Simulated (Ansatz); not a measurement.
# Hf (Im-3m, 1 atom in the cell): Grüneisen parameters, part 2 of 2

Wanted: mode Grüneisen parameters of Hf (Im-3m, 1 atom in the cell).

Ansatz 0.2.0; DFT LDA, scalar-relativistic, plane waves, norm-conserving pseudopotentials.

So far, highest frequency on the path or at a solved wavevector (cm⁻¹): step 2 (the dispersion) 141; step 4 (phonons at the other volume, volume ratio 0.97) 146.

This is not the structure that Hf takes at ambient pressure and room temperature (hexagonal, No. 194); it is a model or a phase of other conditions.

### 5. Relaxing at another volume, volume ratio 1.03

The volume is scaled by 1.03 and held; symmetry leaves nothing to relax, so this is a single point. The modes can then be followed against volume.

input.yaml

```yaml
crystal:
  lattice:
    - [-1.7314717781, 1.7314717781, 1.7314717781]
    - [1.7314717781, -1.7314717781, 1.7314717781]
    - [1.7314717781, 1.7314717781, -1.7314717781]
  atoms:
    - { symbol: Hf, position: [0.0, 0.0, 0.0] }
kpoints:
  mp_grid: { grid: [16, 16, 16] }
hamiltonian:
  xc: lda
  pseudopotentials: { kind: nc }
scf:
  occupations: { method: methfessel_paxton, width: 0.15 }
output:
  forces: true
  stress: true
  eigenvalues: true
```

The run is started by

```console
$ ansatz run input.yaml --threads 4 --pin off --max-ram 7168MiB --backend cpu --events-out ev --progress --plain --runs-dir out
```

Output:

```text
[...]
Crystal: 1 atoms, lattice volume = 20.764 Å³
Basis set: ecut = 789.130201 eV, 1055 PW (Γ)
Bands: 10, of which v1, the nominal top of the filled ones, is band 6 counted from 1 (5 counted from 0)
Symmetry: 48 space group operations
[...]
k-points: 145 of 4096
[...]
Internal energy: -1535.853565 eV  (E = F + TS)
E sigma→0 (E₀):  -1535.853042 eV
Entropy (-TS):   0.000697 eV (0.697 meV/atom)
Fermi energy:    15.181135 eV
[...]
--- Stress (GPa, compression-positive) ---
       -3.193669      -0.000000      -0.000000
       -0.000000      -3.193669       0.000000
        0.000000      -0.000000      -3.193669
  P = ⅓ Tr σ = -3.1937 GPa (-31.937 kbar)
--- Band table (eV; the first three rows and the last of 145) ---
[...]
[key lines of the parts left out:]
SCF converged after 6 iterations
Free energy (F): -1535.852868 eV
```

It took 3.7 s on 4 threads of Arm Neoverse N1, shared host; peak memory 0.31 GiB; 7.6 s of CPU time.

Numbers from this step:

| Item | Value |
| --- | --- |
| pressure | -3.194 GPa |
| volume per atom | 20.76 Å³ |

The run ends at a pressure of -3.19 GPa.

### 6. Phonons at the other volume, volume ratio 1.03

The phonons are repeated at this volume on the same k and q meshes.

input.yaml, the sections that differ from step 5:

```yaml
output:
  eigenvalues: true
phonons:
  method: dfpt
  qmesh: [4, 4, 4]
  temperatures: { t_max: 1000, t_step: 50 }
  qpath:
    path:
      - [[0.0, 0.0, 0.0], [0.5, -0.5, 0.5], [0.0, 0.0, 0.5], [0.0, 0.0, 0.0], [0.25, 0.25, 0.25], [0.5, -0.5, 0.5]]
      - [[0.25, 0.25, 0.25], [0.0, 0.0, 0.5]]
    npoints: 10
# crystal, kpoints, hamiltonian, scf: as in step 5
```

Output:

```text
[...]
Crystal: 1 atoms, lattice volume = 20.764 Å³
Basis set: ecut = 789.130201 eV, 1055 PW (Γ), exchange–correlation on 60×60×60 points (8 copies of the dense FFT grid, shifted against one another)
Bands: 10, of which v1, the nominal top of the filled ones, is band 6 counted from 1 (5 counted from 0)
Symmetry: 48 space group operations
k-points: 145 of 4096
[...]
E sigma→0 (E₀):  -1535.853042 eV
Entropy (-TS):   0.000697 eV (0.697 meV/atom)
Fermi energy:    15.181122 eV
[...]
--- Band table (eV; the first three rows and the last of 145) ---
[...]
ASR residual: 7.714e-5 → 0.000e0 eV/Å²; symmetrization residual: 4.066e-20 eV/Å²
  ASR residual per site (eV/Å²): 7.71e-5
  Γ frequencies (cm⁻¹): 0.00 0.00 0.00
--- Phonons (arbitrary-q DFPT): 8 irreducible q on the 4×4×4 mesh ---
[...]
interpolated dispersion: 62 rows × 3 modes
[...]
[key lines of the parts left out:]
SCF converged after 8 iterations
Free energy (F): -1535.852868 eV
```

It took 4.9 min on 4 threads; peak memory 4.1 GiB; 13 min of CPU time.

This step gave:

```
sum-rule residual before enforcement                    : 7.71e-5 eV/Å²
lowest frequency on the path                            : -86.62 cm⁻¹
highest frequency on the path or at a solved wavevector : 135.7 cm⁻¹
lowest mode on the q mesh (acoustic modes at Γ apart)   : -86.26 cm⁻¹
```

The highest frequency on the path or at a solved wavevector is 135.7 cm⁻¹, -5.1 cm⁻¹ against the base run.

### 7. Grüneisen parameters

The Grüneisen parameter of a mode is minus the logarithmic change of its frequency with volume, −d ln ω / d ln V; weighted by heat capacity it gives the expansion.

This step gave:

```yaml
bulk_modulus: 113.3 GPa
```

Phonon branches along the path, in cm⁻¹:

```tsv
point	branch 1	branch 2	branch 3
Γ	0	0	0
halfway	72	87	87
H	141	141	141
halfway	97	116	118
N	-85	82	86
halfway	-42	54	94
Γ	0	0	0
halfway	-39	-39	120
P	-28	-28	-28
halfway	75	109	109
H	141	141	141
jump to P	-28	-28	-28
halfway	-83	65	86
N	-85	82	86
```

The same for volume x 0.97:

```tsv
point	branch 1	branch 2	branch 3
Γ	0	0	0
H	146	146	146
N	-83	81	91
Γ	0	0	0
P	10	10	10
H	146	146	146
P	10	10	10
N	-83	81	91
```

The same for volume x 1.03:

```tsv
point	branch 1	branch 2	branch 3
Γ	0	0	0
H	136	136	136
N	-86	82	83
Γ	0	0	0
P	-38	-38	-38
H	136	136	136
P	-38	-38	-38
N	-86	82	83
```

The first set of phonon branches as a text plot (rows in cm⁻¹):

```
    141 |          ****                                  **
    131 |         *   **                               **
    122 |        *      **                 **         **
    112 |        *      ***               *  *       *
    102 |       *        **                           *
     92 |       *          *   ***       *    *     *         *
     83 |     **            ***   *                *         * **
     73 |     **          *    **  *                 *      * *
     63 |   **                          *      *  *
     54 |  **                    *  *                        *
     44 |                         *                         *
     34 | **                       *   *         *  *      *
     25 |                           **
     15 | *                          *
      5 |                              **
     -4 |*                           **  *
    -14 |                          **
    -24 |                                 *     *          *
    -33 |                         *
    -43 |                        *         *
    -53 |                                   ****   *       *
    -62 |                  *    *                *
    -72 |                      *                  *         *
    -82 |                   ***                              ****
         Γ           H       N        Γ         P        H|P    N
```

### 8. Summary of results

| Property | Result |
| --- | --- |
| bulk modulus | 113 GPa |

In words: No expansion is given, because modes are imaginary at one volume or more. Branches are matched by rank, so values near crossings are rough. With no gap, or one that is small against the smearing, the frequencies hang on the k mesh and the smearing, most of all near Kohn anomalies. Spin-orbit coupling is left out, which can matter for the heavy elements here. A phonon run warned that its eigensolver left some bands unconverged in a pass.

[Logs are printed without paths, hosts, clocks, repeated set-up lines and the standing remarks that a program may print on its own settings, such as how far it seeks lower states.]

[Hosts, paths, dates, database ids (printed as entryN), source tags and the programs' standing remarks are cut or masked in the printed files.]
